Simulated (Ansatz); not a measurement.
## A hypothetical structure for Sc3AlSn

Starting from a made-up structure for Sc3AlSn, the aim is the relaxed cell, its shortest contacts and, where a second run follows, its electronic structure.

Calculated with Ansatz 0.2.0; DFT, PBEsol, plane-wave PAW, files of the set soft_1, scalar-relativistic, no spin, cell and ions relaxed at zero pressure; PAW set soft_1, in the first sound run; inputs show where later runs differ.

## Step 1: The starting structure

Symmetry: Pm-3m, No. 221, cubic system. The conventional cell has a = 4.716 Å, b = 4.716 Å, c = 4.716 Å, α = 90.00°, β = 90.00°, γ = 90.00°. Nearest to Sn lie 12 Sc at 3.33 Å. Sc has 2 Al at 2.36 Å and 8 Sc at 3.33 Å and 4 Sn at 3.33 Å nearest. Nearest to Al lie 6 Sc at 2.36 Å. Farther neighbours are not listed.

Coordinates:

```cif
data_structure
_symmetry_space_group_name_H-M 'P 1'
_symmetry_Int_Tables_number 1
_cell_length_a 4.7160
_cell_length_b 4.7160
_cell_length_c 4.7160
_cell_angle_alpha 90.000
_cell_angle_beta 90.000
_cell_angle_gamma 90.000
_cell_volume 104.89
loop_
_atom_site_label
_atom_site_type_symbol
_atom_site_fract_x
_atom_site_fract_y
_atom_site_fract_z
_atom_site_occupancy
Sn1 Sn 0.00000 0.00000 0.00000 1
Sc2 Sc 0.50000 0.50000 0.00000 1
Sc3 Sc 0.50000 0.00000 0.50000 1
Sc4 Sc 0.00000 0.50000 0.50000 1
Al5 Al 0.50000 0.50000 0.50000 1
```

## Step 2: Relaxation of the guess

The guessed cell has no reason to be at equilibrium. It is relaxed with the atoms, within the space group of the guess.

input.yaml reads:

```yaml
crystal:
  lattice:
    - [4.716, 0.0, 0.0]
    - [0.0, 4.716, 0.0]
    - [0.0, 0.0, 4.716]
  atoms:
    - { symbol: Sn, position: [0.0, 0.0, 0.0] }
    - { symbol: Sc, position: [0.5, 0.5, 0.0] }
    - { symbol: Sc, position: [0.5, 0.0, 0.5] }
    - { symbol: Sc, position: [0.0, 0.5, 0.5] }
    - { symbol: Al, position: [0.5, 0.5, 0.5] }
kpoints:
  mp_grid: { grid: [6, 6, 6] }
scf:
  occupations: { method: fermi_dirac, width: 0.05 }
hamiltonian:
  xc: pbesol
  pseudopotentials: { kind: paw, azcp: { folder: soft_1 }, xc_functional: pbe }
relax:
  f_tol: 0.015
  max_steps: 70
  cell: {}
output:
  forces: true
  stress: true
```

On the command line:

```console
$ ansatz run input.yaml --threads 4 --pin off --max-ram 8192MiB --backend cpu --events-out ev --progress --plain --runs-dir out
```

Numbers of over 12 decimals in the logs are rounded to 6 here.

The log of the run:

```text
Engine: ansatz 0.2.0, aarch64-unknown-linux-gnu
Pseudopotentials: kind: paw
Pseudopotential: Sn, paw, valence charge 14, recommended cutoff 420 eV (normal), soft_1/Sn.paw.azcp
Pseudopotential: Sc, paw, valence charge 11, recommended cutoff 420 eV (normal), soft_1/Sc.paw.azcp
Pseudopotential: Al, paw, valence charge 3, recommended cutoff 420 eV (normal), soft_1/Al.paw.azcp
Functional definition: PBEsol
  exchange = pbesol_x
  correlation = pbesol_c
Crystal: 5 atoms, lattice volume = 104.887 Å³
Basis set: ecut = 420 eV, 2103 PW (Γ), exchange–correlation on 64×64×64 points (8 copies of the dense FFT grid, shifted against one another)
Bands: 30, of which v1, the nominal top of the filled ones, is band 25 counted from 1 (24 counted from 0)
Symmetry: 48 space group operations
Space group: Pm-3m (ITA 221), of the structure as read, at distance tolerance 4.7e-5 Å
k-points: 20 of 216
Non-local potential: Sn, projectors of the file, l = 0: 2, l = 1: 2, l = 2: 2, l = 3: 1
Non-local potential: Sc, projectors of the file, l = 0: 3, l = 1: 2, l = 2: 3, l = 3: 1
Non-local potential: Al, projectors of the file, l = 0: 2, l = 1: 2, l = 2: 1
PAW form: soft (Blöchl's): semilocal exchange-correlation on the pseudo side does not see the compensation charge
PAW frozen core: Sn, regenerated for the run's functional, and the local potential with it (the file was generated under x = pbe(κ = 0.804, μ = 0.219515), c = pbe(β = 0.066725))
PAW frozen core: Sc, regenerated for the run's functional, and the local potential with it (the file was generated under x = pbe(κ = 0.804, μ = 0.219515), c = pbe(β = 0.066725))
PAW frozen core: Al, regenerated for the run's functional, and the local potential with it (the file was generated under x = pbe(κ = 0.804, μ = 0.219515), c = pbe(β = 0.066725))
PAW one-centre angular grid: Sn, 590 points (default); XC on 64 Gauss nodes
PAW one-centre angular grid: Sc, 590 points (default); XC on 64 Gauss nodes
PAW one-centre angular grid: Al, 110 points (default); XC on 64 Gauss nodes
Initial density: superposition of atomic densities (chi_scale 0.1, normalization cell, long waves kept (reshape's long-wave potential 0.00 eV rms))
Initial wavefunctions: pseudopotential atomic-orbital guess
Functional: x = pbesol(κ = 0.804, μ = 0.123457), c = pbesol(β = 0.046)
SCF iter   1: F=—  HF=-12811.996209 eV  |F-HF|=—  |Δ(HF+E_count)|=         —  Δρ=6.38e-2  dr2=1.62e1  ethr=3.10e-3  ⟨swp⟩=6.0  Hψ=2772  notcnv=0
preconditioner: auto → Kerker (q_TF=auto, 2.411 Å⁻¹)  [metal: Δε(μ)=0.021 eV  Ē_g=8.953 eV  σ=0.050 eV  W_gap=0.11  n_scr=26 (ndim 8)  ℏωp=18.5 eV  f_vac=0.000  D(μ)=4.47/eV (n_scr^D=32)]
SCF iter   2: F=—  HF=-12809.101961 eV  |F-HF|=—  |Δ(HF+E_count)|=    2.89e0  Δρ=3.69e-2  dr2=5.66e0  ethr=3.10e-3  ⟨swp⟩=3.0  Hψ=1187  notcnv=0
SCF iter   3: F=—  HF=-12807.616073 eV  |F-HF|=—  |Δ(HF+E_count)|=    1.49e0  Δρ=8.13e-3  dr2=2.61e-1  ethr=3.10e-3  ⟨swp⟩=3.0  Hψ=1081  notcnv=0
SCF iter   4: F=—  HF=-12807.551587 eV  |F-HF|=—  |Δ(HF+E_count)|=   6.45e-2  Δρ=2.52e-3  dr2=8.65e-3  ethr=5.22e-4  ⟨swp⟩=2.6  Hψ=935  notcnv=0
SCF iter   5: F=—  HF=-12807.549869 eV  |F-HF|=—  |Δ(HF+E_count)|=   1.72e-3  Δρ=7.52e-4  dr2=8.05e-4  ethr=1.73e-5  ⟨swp⟩=2.0  Hψ=826  notcnv=0
SCF iter   6: F=—  HF=-12807.549643 eV  |F-HF|=—  |Δ(HF+E_count)|=   2.26e-4  Δρ=1.38e-4  dr2=2.64e-5  ethr=1.61e-6  ⟨swp⟩=2.1  Hψ=793  notcnv=0
SCF iter   7: F=—  HF=-12807.549503 eV  |F-HF|=—  |Δ(HF+E_count)|=   1.40e-4  Δρ=3.45e-5  dr2=1.55e-6  ethr=5.27e-8  ⟨swp⟩=2.6  Hψ=948  notcnv=0
SCF iter   8: F=—  HF=-12807.549503 eV  |F-HF|=—  |Δ(HF+E_count)|=   2.56e-7  Δρ=1.13e-5  dr2=1.36e-7  ethr=3.10e-9  ⟨swp⟩=3.0  Hψ=1149  notcnv=0
SCF iter   9: F=-12807.549503 eV  HF=-12807.549503 eV  |F-HF|=1.81e-9  |Δ(HF+E_count)|=   3.93e-8  Δρ=1.57e-6  dr2=3.07e-9  ethr=2.00e-10  ⟨swp⟩=4.3  Hψ=1849  notcnv=0
SCF 1 converged in 9 iterations: F = -12807.549503 eV  dr2 = 3.07e-9
  greatest PAW one-centre occupation: 0.998 electrons in one spin orbital (limit 2), on the Sc atom at site 2 (counted from 0), in its partial waves of l = 0
relax step   1: F+E_penalty+E_count = -12807.54950263 eV  Δ(F+E_penalty+E_count) = +0.000e0 eV  max|allowed force component| = 2.273e-29 eV/Å  Δτ_max = 0.0000 Å  P = +13.914 GPa  Ω = 104.887 Å³  (9 SCF iters, dr2 threshold 1.00e-7 eV, accepted)
Crystal: 5 atoms, lattice volume = 121.309 Å³
Basis set: ecut = 420 eV, 2373 PW (Γ), exchange–correlation on 64×64×64 points (8 copies of the dense FFT grid, shifted against one another)
Initial density: handed on by an earlier stage of this run
Initial wavefunctions: those handed on with the density
iter 1 solved again at ethr=1.31e-3 eV; its pass at ethr=3.10e-3 eV (dr2=6.57e-1 eV) is discarded
SCF iter   1: F=—  HF=-12808.505758 eV  |F-HF|=—  |Δ(HF+E_count)|=         —  Δρ=1.08e-2  dr2=6.61e-1  ethr=1.31e-3  ⟨swp⟩=1.0  Hψ=3746  notcnv=0
preconditioner: auto → Kerker (q_TF=auto, 2.354 Å⁻¹)  [metal: Δε(μ)=0.068 eV  Ē_g=3.757 eV  σ=0.050 eV  W_gap=0.32  n_scr=26 (ndim 8)  ℏωp=13.5 eV  f_vac=0.000  D(μ)=2.28/eV (n_scr^D=18)]
SCF iter   2: F=—  HF=-12808.389485 eV  |F-HF|=—  |Δ(HF+E_count)|=   1.16e-1  Δρ=6.55e-3  dr2=2.51e-1  ethr=1.31e-3  ⟨swp⟩=2.0  Hψ=775  notcnv=0
SCF iter   3: F=—  HF=-12808.324298 eV  |F-HF|=—  |Δ(HF+E_count)|=   6.52e-2  Δρ=1.58e-3  dr2=7.28e-3  ethr=5.01e-4  ⟨swp⟩=2.5  Hψ=982  notcnv=0
SCF iter   4: F=—  HF=-12808.322721 eV  |F-HF|=—  |Δ(HF+E_count)|=   1.58e-3  Δρ=6.54e-4  dr2=8.60e-4  ethr=1.46e-5  ⟨swp⟩=2.0  Hψ=761  notcnv=0
SCF iter   5: F=—  HF=-12808.322562 eV  |F-HF|=—  |Δ(HF+E_count)|=   1.60e-4  Δρ=1.74e-4  dr2=6.36e-5  ethr=1.72e-6  ⟨swp⟩=2.0  Hψ=763  notcnv=0
SCF iter   6: F=—  HF=-12808.322823 eV  |F-HF|=—  |Δ(HF+E_count)|=   2.61e-4  Δρ=4.10e-5  dr2=2.64e-6  ethr=1.27e-7  ⟨swp⟩=2.0  Hψ=865  notcnv=0
SCF iter   7: F=-12808.322823 eV  HF=-12808.322823 eV  |F-HF|=9.66e-8  |Δ(HF+E_count)|=   3.41e-7  Δρ=1.25e-5  dr2=1.73e-7  ethr=1.00e-9  ⟨swp⟩=4.9  Hψ=1991  notcnv=0
SCF 2 converged in 7 iterations: F = -12808.322823 eV  dr2 = 1.73e-7
  greatest PAW one-centre occupation: 0.998 electrons in one spin orbital (limit 2), on the Sc atom at site 3 (counted from 0), in its partial waves of l = 0
relax step   2: F+E_penalty+E_count = -12808.32282288 eV  Δ(F+E_penalty+E_count) = -7.733e-1 eV  max|allowed force component| = 5.857e-30 eV/Å  Δτ_max = 0.0000 Å  P = +2.383 GPa  Ω = 121.309 Å³  energy of the carried Pulay correction = -7.669e-4 eV  (7 SCF iters, dr2 threshold 5.00e-7 eV, accepted)
Crystal: 5 atoms, lattice volume = 125.360 Å³
Basis set: ecut = 420 eV, 2469 PW (Γ), exchange–correlation on 64×64×64 points (8 copies of the dense FFT grid, shifted against one another)
iter 1 solved again at ethr=5.74e-5 eV; its pass at ethr=3.10e-3 eV (dr2=2.87e-2 eV) is discarded
SCF iter   1: F=—  HF=-12808.365900 eV  |F-HF|=—  |Δ(HF+E_count)|=         —  Δρ=2.22e-3  dr2=2.99e-2  ethr=5.74e-5  ⟨swp⟩=1.1  Hψ=3426  notcnv=0
preconditioner: auto → Kerker (q_TF=auto, 2.341 Å⁻¹)  [metal: Δε(μ)=0.067 eV  Ē_g=3.608 eV  σ=0.050 eV  W_gap=0.32  n_scr=26 (ndim 8)  ℏωp=13.3 eV  f_vac=0.000  D(μ)=2.39/eV (n_scr^D=18)]
SCF iter   2: F=—  HF=-12808.360662 eV  |F-HF|=—  |Δ(HF+E_count)|=   5.24e-3  Δρ=1.37e-3  dr2=1.17e-2  ethr=5.74e-5  ⟨swp⟩=1.6  Hψ=625  notcnv=0
SCF iter   3: F=—  HF=-12808.357714 eV  |F-HF|=—  |Δ(HF+E_count)|=   2.95e-3  Δρ=3.10e-4  dr2=2.17e-4  ethr=2.34e-5  ⟨swp⟩=2.0  Hψ=754  notcnv=0
SCF iter   4: F=—  HF=-12808.358156 eV  |F-HF|=—  |Δ(HF+E_count)|=   4.42e-4  Δρ=1.40e-4  dr2=4.16e-5  ethr=4.34e-7  ⟨swp⟩=2.1  Hψ=789  notcnv=0
SCF iter   5: F=—  HF=-12808.358148 eV  |F-HF|=—  |Δ(HF+E_count)|=   7.85e-6  Δρ=3.53e-5  dr2=3.08e-6  ethr=8.32e-8  ⟨swp⟩=2.1  Hψ=805  notcnv=0
SCF iter   6: F=-12808.358147 eV  HF=-12808.358147 eV  |F-HF|=9.84e-8  |Δ(HF+E_count)|=   8.33e-7  Δρ=1.08e-5  dr2=1.86e-7  ethr=1.00e-9  ⟨swp⟩=5.0  Hψ=1926  notcnv=0
SCF 3 converged in 6 iterations: F = -12808.358147 eV  dr2 = 1.86e-7
relax step   3: F+E_penalty+E_count = -12808.35814707 eV  Δ(F+E_penalty+E_count) = -3.532e-2 eV  max|allowed force component| = 1.782e-29 eV/Å  Δτ_max = 0.0000 Å  P = +0.471 GPa  Ω = 125.360 Å³  energy of the carried Pulay correction = -9.394e-4 eV  (6 SCF iters, dr2 threshold 5.00e-7 eV, accepted)
Crystal: 5 atoms, lattice volume = 126.400 Å³
Basis set: ecut = 420 eV, 2517 PW (Γ), exchange–correlation on 64×64×64 points (8 copies of the dense FFT grid, shifted against one another)
iter 1 solved again at ethr=3.27e-6 eV; its pass at ethr=3.10e-3 eV (dr2=1.64e-3 eV) is discarded
SCF iter   1: F=—  HF=-12808.359683 eV  |F-HF|=—  |Δ(HF+E_count)|=         —  Δρ=5.50e-4  dr2=1.86e-3  ethr=3.27e-6  ⟨swp⟩=2.0  Hψ=3212  notcnv=0
preconditioner: auto → Kerker (q_TF=auto, 2.338 Å⁻¹)  [metal: Δε(μ)=0.062 eV  Ē_g=3.577 eV  σ=0.050 eV  W_gap=0.30  n_scr=26 (ndim 8)  ℏωp=13.2 eV  f_vac=0.000  D(μ)=2.43/eV (n_scr^D=18)]
SCF iter   2: F=—  HF=-12808.359362 eV  |F-HF|=—  |Δ(HF+E_count)|=   3.21e-4  Δρ=3.37e-4  dr2=7.14e-4  ethr=3.27e-6  ⟨swp⟩=1.8  Hψ=633  notcnv=0
SCF iter   3: F=—  HF=-12808.359185 eV  |F-HF|=—  |Δ(HF+E_count)|=   1.77e-4  Δρ=7.95e-5  dr2=1.55e-5  ethr=1.43e-6  ⟨swp⟩=2.0  Hψ=754  notcnv=0
SCF iter   4: F=—  HF=-12808.359702 eV  |F-HF|=—  |Δ(HF+E_count)|=   5.18e-4  Δρ=3.60e-5  dr2=2.73e-6  ethr=3.11e-8  ⟨swp⟩=2.1  Hψ=796  notcnv=0
SCF iter   5: F=-12808.359702 eV  HF=-12808.359702 eV  |F-HF|=1.18e-7  |Δ(HF+E_count)|=   5.06e-7  Δρ=9.03e-6  dr2=2.17e-7  ethr=1.00e-9  ⟨swp⟩=5.0  Hψ=1964  notcnv=0
SCF 4 converged in 5 iterations: F = -12808.359702 eV  dr2 = 2.17e-7
relax step   4: F+E_penalty+E_count = -12808.35970185 eV  Δ(F+E_penalty+E_count) = -1.555e-3 eV  max|allowed force component| = 6.232e-30 eV/Å  Δτ_max = 0.0000 Å  P = +0.024 GPa  Ω = 126.400 Å³  energy of the carried Pulay correction = -9.828e-4 eV  (5 SCF iters, dr2 threshold 5.00e-7 eV, accepted)
Basis set: ecut = 420 eV, 2517 PW (Γ), exchange–correlation on 72×72×72 points (8 copies of the dense FFT grid, shifted against one another)
Initial wavefunctions: pseudopotential atomic-orbital guess (no wavefunctions were taken with the density)
iter 1 solved again at ethr=5.02e-7 eV; its pass at ethr=3.10e-3 eV (dr2=2.51e-4 eV) is discarded
SCF iter   1: F=—  HF=-12808.362547 eV  |F-HF|=—  |Δ(HF+E_count)|=         —  Δρ=2.57e-4  dr2=3.28e-6  ethr=5.02e-7  ⟨swp⟩=3.2  Hψ=4062  notcnv=0
preconditioner: auto → Kerker (q_TF=auto, 2.338 Å⁻¹)  [metal: Δε(μ)=0.061 eV  Ē_g=3.573 eV  σ=0.050 eV  W_gap=0.29  n_scr=26 (ndim 8)  ℏωp=13.2 eV  f_vac=0.000  D(μ)=2.45/eV (n_scr^D=18)]
SCF iter   2: F=—  HF=-12808.362577 eV  |F-HF|=—  |Δ(HF+E_count)|=   3.06e-5  Δρ=1.31e-4  dr2=9.99e-7  ethr=6.57e-9  ⟨swp⟩=2.0  Hψ=859  notcnv=0
SCF iter   3: F=—  HF=-12808.362586 eV  |F-HF|=—  |Δ(HF+E_count)|=   9.04e-6  Δρ=9.22e-6  dr2=3.60e-8  ethr=2.00e-9  ⟨swp⟩=2.0  Hψ=764  notcnv=0
SCF iter   4: F=—  HF=-12808.362586 eV  |F-HF|=—  |Δ(HF+E_count)|=   3.47e-8  Δρ=2.06e-6  dr2=9.75e-9  ethr=7.20e-11  ⟨swp⟩=2.6  Hψ=976  notcnv=0
SCF iter   5: F=—  HF=-12808.362586 eV  |F-HF|=—  |Δ(HF+E_count)|=   1.44e-9  Δρ=5.97e-7  dr2=8.33e-10  ethr=1.95e-11  ⟨swp⟩=1.5  Hψ=629  notcnv=0
SCF iter   6: F=—  HF=-12808.362586 eV  |F-HF|=—  |Δ(HF+E_count)|=  1.18e-10  Δρ=2.28e-7  dr2=7.00e-11  ethr=1.67e-12  ⟨swp⟩=2.0  Hψ=744  notcnv=0
SCF iter   7: F=-12808.362586 eV  HF=-12808.362586 eV  |F-HF|=1.82e-12  |Δ(HF+E_count)|=  1.82e-11  Δρ=4.20e-8  dr2=1.84e-12  ethr=1.00e-12  ⟨swp⟩=4.8  Hψ=1909  notcnv=0
SCF 5 converged in 7 iterations: F = -12808.362586 eV  dr2 = 1.84e-12
relax step   5: F+E_penalty+E_count = -12808.36258634 eV  Δ(F+E_penalty+E_count) = -2.884e-3 eV  max|allowed force component| = 7.415e-30 eV/Å  Δτ_max = 0.0000 Å  P = +0.064 GPa  Ω = 126.400 Å³  stress off target by 6.41e-2 GPa  SCF on the basis re-selected at this cell (its energy is not comparable with the rows above)  (7 SCF iters)
basis re-selected at this cell: Δ(F+E_penalty+E_count) = -2.884e-3 eV, ΔP = +0.040 GPa vs the last step (what re-selecting the basis moved, of the pressure what is left beyond the Pulay correction that the steps carried, after the strain that the cell walked since its last selection, with what the two solves' SCF thresholds leave and, on support functions, any second-order correction that the steps lacked; it is no measure of the basis error at this ecutwfc). The dense FFT grid was sized anew with the basis: this SCF ran on 36×36×36 points, the steps before it on 32×32×32, so part of this shift can come from that change (see relax.cell in the input reference). [rest of the remark cut]
Crystal: 5 atoms, lattice volume = 126.550 Å³
iter 1 solved again at ethr=6.52e-8 eV; its pass at ethr=3.10e-3 eV (dr2=3.26e-5 eV) is discarded
SCF iter   1: F=—  HF=-12808.362612 eV  |F-HF|=—  |Δ(HF+E_count)|=         —  Δρ=7.92e-5  dr2=3.87e-5  ethr=6.52e-8  ⟨swp⟩=2.0  Hψ=3188  notcnv=0
preconditioner: auto → Kerker (q_TF=auto, 2.337 Å⁻¹)  [metal: Δε(μ)=0.061 eV  Ē_g=3.571 eV  σ=0.050 eV  W_gap=0.30  n_scr=26 (ndim 8)  ℏωp=13.2 eV  f_vac=0.000  D(μ)=2.45/eV (n_scr^D=18)]
SCF iter   2: F=—  HF=-12808.362619 eV  |F-HF|=—  |Δ(HF+E_count)|=   7.45e-6  Δρ=4.78e-5  dr2=1.43e-5  ethr=6.52e-8  ⟨swp⟩=1.9  Hψ=654  notcnv=0
SCF iter   3: F=—  HF=-12808.362614 eV  |F-HF|=—  |Δ(HF+E_count)|=   4.94e-6  Δρ=1.21e-5  dr2=4.31e-7  ethr=2.86e-8  ⟨swp⟩=2.0  Hψ=753  notcnv=0
SCF iter   4: F=—  HF=-12808.362611 eV  |F-HF|=—  |Δ(HF+E_count)|=   2.86e-6  Δρ=5.08e-6  dr2=5.35e-8  ethr=8.61e-10  ⟨swp⟩=2.0  Hψ=810  notcnv=0
SCF iter   5: F=-12808.362611 eV  HF=-12808.362611 eV  |F-HF|=1.59e-9  |Δ(HF+E_count)|=   9.90e-9  Δρ=1.29e-6  dr2=3.99e-9  ethr=2.06e-11  ⟨swp⟩=5.0  Hψ=1975  notcnv=0
SCF 6 converged in 5 iterations: F = -12808.362611 eV  dr2 = 3.99e-9
relax step   6: F+E_penalty+E_count = -12808.36261118 eV  Δ(F+E_penalty+E_count) = -2.483e-5 eV  max|allowed force component| = 8.927e-30 eV/Å  Δτ_max = 0.0000 Å  P = +0.001 GPa  Ω = 126.550 Å³  energy of the carried Pulay correction = -5.916e-6 eV  (5 SCF iters, dr2 threshold 1.03e-8 eV, accepted)
iter 1 solved again at ethr=4.83e-7 eV; its pass at ethr=3.10e-3 eV (dr2=2.41e-4 eV) is discarded
SCF iter   1: F=—  HF=-12808.362608 eV  |F-HF|=—  |Δ(HF+E_count)|=         —  Δρ=1.47e-6  dr2=4.77e-9  ethr=4.83e-7  ⟨swp⟩=3.2  Hψ=4077  notcnv=0
eigensolver tolerance schedule: the retry pair's looser diagonalisation over-reported the residual by 50589.90 of it (diagonalisation noise at an unbounded share of the residual, at the tolerance the schedule requests for it); recorded, not acted on — ethr = c·dr2/N_el stays at c = 1.0e-1
preconditioner: auto → Kerker (q_TF=auto, 2.337 Å⁻¹)  [metal: Δε(μ)=0.061 eV  Ē_g=3.571 eV  σ=0.050 eV  W_gap=0.29  n_scr=26 (ndim 8)  ℏωp=13.2 eV  f_vac=0.000  D(μ)=2.45/eV (n_scr^D=18)]
SCF iter   2: F=—  HF=-12808.362615 eV  |F-HF|=—  |Δ(HF+E_count)|=   6.67e-6  Δρ=9.67e-7  dr2=2.07e-9  ethr=9.54e-12  ⟨swp⟩=4.1  Hψ=1569  notcnv=0
SCF iter   3: F=—  HF=-12808.362615 eV  |F-HF|=—  |Δ(HF+E_count)|=  2.40e-10  Δρ=5.74e-7  dr2=4.77e-10  ethr=4.14e-12  ⟨swp⟩=2.5  Hψ=893  notcnv=0
SCF iter   4: F=—  HF=-12808.362615 eV  |F-HF|=—  |Δ(HF+E_count)|=  8.73e-11  Δρ=2.98e-7  dr2=8.23e-11  ethr=1.00e-12  ⟨swp⟩=2.1  Hψ=774  notcnv=0
SCF iter   5: F=-12808.362615 eV  HF=-12808.362615 eV  |F-HF|=3.64e-12  |Δ(HF+E_count)|=  1.46e-11  Δρ=1.65e-7  dr2=1.63e-11  ethr=1.00e-12  ⟨swp⟩=4.2  Hψ=1796  notcnv=0
SCF 7 converged in 5 iterations: F = -12808.362615 eV  dr2 = 1.63e-11
relax step   7: F+E_penalty+E_count = -12808.36261516 eV  Δ(F+E_penalty+E_count) = -3.981e-6 eV  max|allowed force component| = 8.217e-30 eV/Å  Δτ_max = 0.0000 Å  P = +0.001 GPa  Ω = 126.550 Å³  stress off target by 1.36e-3 GPa  SCF on the basis re-selected at this cell (its energy is not comparable with the rows above)  (5 SCF iters)
basis re-selected at this cell: Δ(F+E_penalty+E_count) = -3.981e-6 eV, ΔP = -0.000 GPa vs the last step (what re-selecting the basis moved, of the pressure what is left beyond the Pulay correction that the steps carried, after the strain that the cell walked since its last selection, with what the two solves' SCF thresholds leave and, on support functions, any second-order correction that the steps lacked; it is no m [...]
SCF converged after 5 iterations
Free energy (F): -12808.362615 eV
Harris-Foulkes:  -12808.362615 eV  (|F-HF|=3.64e-12)
Internal energy: -12808.343000 eV  (E = F + TS)
E sigma→0 (E₀):  -12808.352808 eV
Entropy (-TS):   -0.019615 eV (-3.923 meV/atom)
Fermi energy:    7.990474 eV
--- Per-component energies (eV) ---
  E_band       = -644.914934
  E_kinetic    = 810.238964
  E_local      = -3876.256758  (includes V_loc(G=0)·N_el)
  E_nonlocal   = 591.811015
  E_hartree    = 1549.478613
  E_xc         = -415.044958
  E_vxc        = -421.757259  (∫ρ·V_xc dr)
  E_paw        = -7655.948995  (= ΣΔE_a)
  E_vpaw       = -847.908428  (= ΣTr[D̂ρ^β])
  E_aug_tail   = 0.000410  (compensation charges beyond the density's cutoff)
  E_ewald      = -3813.312345
  E_core_change = 0.691054  (= ΣΔE_core)
  E_smearing   = -0.019615  (= −TS)
  E_closure    = 0.000000  (closes the sum)
  Σ components = -12808.362615   (vs F -12808.362615, Δ=0.00e0)
--- Forces (eV/Å), atoms counted from 1 ---
  atom   1  Sn    -0.00000000    -0.00000000     0.00000000
  atom   2  Sc    -0.00000000     0.00000000     0.00000000
  atom   3  Sc    -0.00000000     0.00000000     0.00000000
  atom   4  Sc     0.00000000    -0.00000000     0.00000000
  atom   5  Al     0.00000000     0.00000000    -0.00000000
  max |Σ_I F_I| component: 1.15e-29 eV/Å
--- Stress (GPa, compression-positive) ---
        0.001356       0.000000      -0.000000
        0.000000       0.001356      -0.000000
       -0.000000      -0.000000       0.001356
  P = ⅓ Tr σ = 0.0014 GPa (0.014 kbar)
--- Relaxed structure (5 steps of the walk, 5 accepted, 2 SCFs on fresh bases) ---
  F+E_penalty+E_count = -12808.36261516 eV   max|allowed force component| = 8.217e-30 eV/Å   (the final SCF, on the basis selected at the relaxed cell)
  cell:  # Å, volume = 126.5504 Å³
    - [5.020587, 0, 0]
    - [0, 5.020587, 0.0]
    - [0, 0.0, 5.020587]
  atoms:
    - { symbol: Sn, position: [0, 0, 0] }
    - { symbol: Sc, position: [0.5, 0.5, 0] }
    - { symbol: Sc, position: [0.5, 0, 0.5] }
    - { symbol: Sc, position: [0, 0.5, 0.5] }
    - { symbol: Al, position: [0.5, 0.5, 0.5] }
```

Elapsed: 5.8 s, on 4 threads of Arm Neoverse V2, shared host; peak memory 0.48 GiB; 21 s of CPU time.

(Continued in part 2 of 2.)

[Logs are printed without paths, hosts, clocks, repeated set-up lines and the standing remarks that a program may print on its own settings, such as how far it seeks lower states.]

[Hosts, paths, dates, database ids (printed as entryN), source tags and the programs' standing remarks are cut or masked in the printed files.]
